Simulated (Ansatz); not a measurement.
# TiSi2 (Fddd): the Drude term of Re ε in the infrared

Re ε of TiSi2 (Fddd) along x at low photon energies is read from one computed spectrum; the carriers' damping was typed as γ = 0.05 eV. x, y and z are the Cartesian axes of the input cell.

It takes space group Fddd (No. 70, orthorhombic). Conventional cell: a = 4.773 Å, b = 8.236 Å, c = 8.523 Å, α = 90.00°, β = 90.00°, γ = 90.00°. Ti on site b has 10 Si at 2.54 to 2.75 Å as nearest neighbours. Si on site f is surrounded by 5 Ti at 2.54 to 2.75 Å and 5 Si at 2.54 to 2.75 Å.

Method: Ansatz 0.2.0, PBE, independent particles, k-mesh 10×10×10 with interpolation inside its cells, Gaussian parameter 0.1 eV.

Launch of the response step: `ansatz run input.yaml --threads 4 --pin off --max-ram 8192MiB --backend cpu --events-out ev --progress --plain --runs-dir out`. The run took 85 s, on 4 threads of Arm Neoverse V2, on a shared host.

```tsv
photon energy E (eV)	wavelength (µm)	Re ε
0.25	4.96	?
0.30	4.13	-264.9
0.35	3.54	-192.7
0.40	3.10	-145.4
0.50	2.48	-87.1
0.60	2.07	-52.2
0.70	1.77	-30.3
```

A Drude term over a constant background gives Re ε = ε_b − ωp²/(E² + γ²), linear in 1/(E² + γ²).

Working, on the rows shown:

| x = 1/(E² + γ²) (eV⁻²) | y = Re ε |
| --- | --- |
| 10.8108 | -264.9 |
| 8 | -192.7 |
| 6.15385 | -145.4 |
| 3.9604 | -87.1 |
| 2.75862 | -52.2 |
| 2.03046 | -30.3 |

Means: x̄ = 5.619, ȳ = -128.77. Σ(x − x̄)(y − ȳ) = -1509, Σ(x − x̄)² = 56.72. Slope = -1509 / 56.72 = -26.61; intercept = ȳ − slope · x̄ = 20.759. The line misses the rows shown by at most 3.

Problem. Predict the last column of the withheld row from the fit.

Solution. At x = 15.385 the line gives y = -388.64. The run gave -384.1, so the extrapolation is off by 4.5, 1.3 % of the range in the table.

Refitted with all rows, the slope is -26.34 and the intercept 19.484. These give ωp = √(−slope) = 5.13 eV, against 5.24 eV from the program's Fermi-surface sum, and an intercept of 19.5. Taking the program's Drude term off the rows leaves 38 at the lowest energy and 25 at the highest, so the background isn't constant: interband transitions lie in or near the window, and neither fitted number can be trusted. The cell comes from an older database entry, whose edges can be off by a per cent or so. The values come from a sum over the points of one k-mesh and carry its error, which is largest for Fermi-surface quantities.

[Logs are printed without paths, hosts, clocks, repeated set-up lines and the standing remarks that a program may print on its own settings, such as how far it seeks lower states.]
